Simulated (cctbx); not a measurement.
## Solving a structure by charge flipping

Cell a = 5.5430 Å, b = 5.5430 Å, c = 9.4370 Å, α = 90.00°, β = 90.00°, γ = 120.00°; space group P6_3/mmc (no. 194); content Sm4 Mo8.

Simulated single-crystal data (cctbx): Cu Kα, λ = 1.54184 Å, to d = 0.83 Å, 70 % of the full sphere, strongest reflection 40000 counts, noise from counting, a 1.5 % proportional error and a noise floor of 8 counts (s.d.); no absorption.

Charge flipping in P1 on normalised amplitudes to 0.83 Å, δ = 0.9 σ, 20 % of the reflections treated as weak, 100 cycles:

```text
cycle      R  skewness
    0  0.612     0.22
    8  0.398     1.77
   16  0.397     2.64
   24  0.423     3.80
   32  0.426     3.87
   40  0.425     3.96
   48  0.417     3.88
   56  0.421     3.63
   64  0.418     3.64
   72  0.421     3.73
   80  0.426     3.67
   88  0.413     3.63
   96  0.416     3.61
origin shift          correlation  skewness
 0.490  0.148  0.409      0.818      1.22
 0.181  0.523  0.233      0.812      4.01
 0.404  0.146  0.017      0.803      0.49
 0.663  0.089  0.031      0.763      0.96
taken: symmetry correlation 0.812, skewness 4.01
peak      x       y       z  mult  height/sigma
Q1    0.3333  0.6667  0.0715    4     11.3
Q2    0.1793  0.3585  0.7500    6     10.3
Q3    0.0000  0.0000  0.0000    2      5.4
Q4    0.0604  0.5302  0.1552   12      1.8
Q5    0.1312  0.5656  0.7500    6      1.7
Q6    0.2567  0.5135  0.1844   12      1.4
Q7    0.1163  0.5581  0.5652   12      1.3
Q8    0.1243  0.2486  0.9939   12      1.3
```

The origin is taken among those within 0.04 of the best correlation, by the skewness of the map.

It took 0.53 s on 1 thread of Arm Neoverse V2, on a shared host, peak memory 0.07 GiB.

Q: Assign the peaks.

Heights go roughly as Z and multiplicities must add up to the content. First model: Q1 = Sm1 (4 in the cell, height 11.3), Q2 = Mo1 (6 in the cell, height 10.3) and Q3 = Mo2 (2 in the cell, height 5.4). Against the true structure, Q1 is Sm, Q2 is Mo and Q3 is Mo; the other peaks are not atoms.

Least squares on F², isotropic:

```text
Rint 0.017, 111 unique reflections to 0.83 A
cycle     R1     wR2    GooF  max shift (A)
   1  0.1109  0.2372  26.655   0.02983
   2  0.0039  0.0099   1.113   0.00000
final R1 0.0039 wR2 0.0099 GooF 1.113  parameters 5  data/parameter 22.2
atom        x        y        z      Ueq    occ   su(xyz)  su(Uiso or U11)
Sm1    0.33333  0.66667  0.07021   0.0062  1.000  0.00002  0.0001
Mo1    0.18236  0.36471  0.75000   0.0071  1.000  0.00005  0.0001
Mo2    0.00000  0.00000  0.00000   0.0059  1.000  0.00000  0.0001
difference map: max 0.34 min -0.33 rms 0.06
Q1    0.0000  0.0000  0.0536    4    0.36  0.51 A from Mo2
Q2    0.3333  0.6667  0.6068    4    0.24  1.67 A from Sm1
Q3    0.0000  0.0000  0.2500    2    0.19  1.75 A from Mo1
Q4    0.2728  0.5455  0.0807   12    0.18  0.59 A from Sm1
Q5    0.1799  0.3599  0.6939   12    0.17  0.53 A from Mo1
```

Anisotropic refinement:

```text
Rint 0.017, 111 unique reflections to 0.83 A
cycle     R1     wR2    GooF  max shift (A)
   1  0.0039  0.0100   1.141   0.00008
   2  0.0033  0.0075   0.854   0.00000
final R1 0.0033 wR2 0.0075 GooF 0.854  parameters 9  data/parameter 12.3
atom        x        y        z      Ueq    occ   su(xyz)  su(Uiso or U11)
Sm1    0.33333  0.66667  0.07021   0.0062  1.000  0.00002  0.0001
Mo1    0.18235  0.36469  0.75000   0.0070  1.000  0.00003  0.0001
Mo2    0.00000  0.00000  0.00000   0.0059  1.000  0.00000  0.0001
difference map: max 0.24 min -0.14 rms 0.05
Q1    0.0000  0.0000  0.2500    2    0.24  1.75 A from Mo1
Q2    0.3333  0.6667  0.9990    4    0.24  0.67 A from Sm1
Q3    0.3333  0.6667  0.6057    4    0.23  1.66 A from Sm1
Q4    0.0972  0.4347  0.7500   12    0.18  0.75 A from Mo1
Q5    0.0418  0.5209  0.6309   12    0.14  1.82 A from Mo1
Q6    0.1370  0.2741  0.5382   12    0.14  1.36 A from Mo2
```

**Reading.** The refinement ends at R1 = 0.0033, wR2 = 0.0075, GooF = 0.85, with difference density between -0.14 and 0.24 e/Å³. Every site matches the true model in element, within 0.001 Å r.m.s., up to an allowed shift of origin.

True model:

| atom | mult. | x | y | z | Ueq (Å²) |
| --- | --- | --- | --- | --- | --- |
| Sm1 | 4 | 1/3 | 2/3 | 0.0702 | 0.0062 |
| Mo1 | 6 | 0.6354 | 0.8177 | 3/4 | 0.0070 |
| Mo2 | 2 | 0 | 0 | 0 | 0.0060 |

The model is made up (kin elements in a known structure type, no relaxation), so it says nothing on whether the phase exists.

[Middle refinement cycles are left out of these outputs.]

[Logs are printed without paths, hosts, clocks, repeated set-up lines and the standing remarks that a program may print on its own settings, such as how far it seeks lower states.]
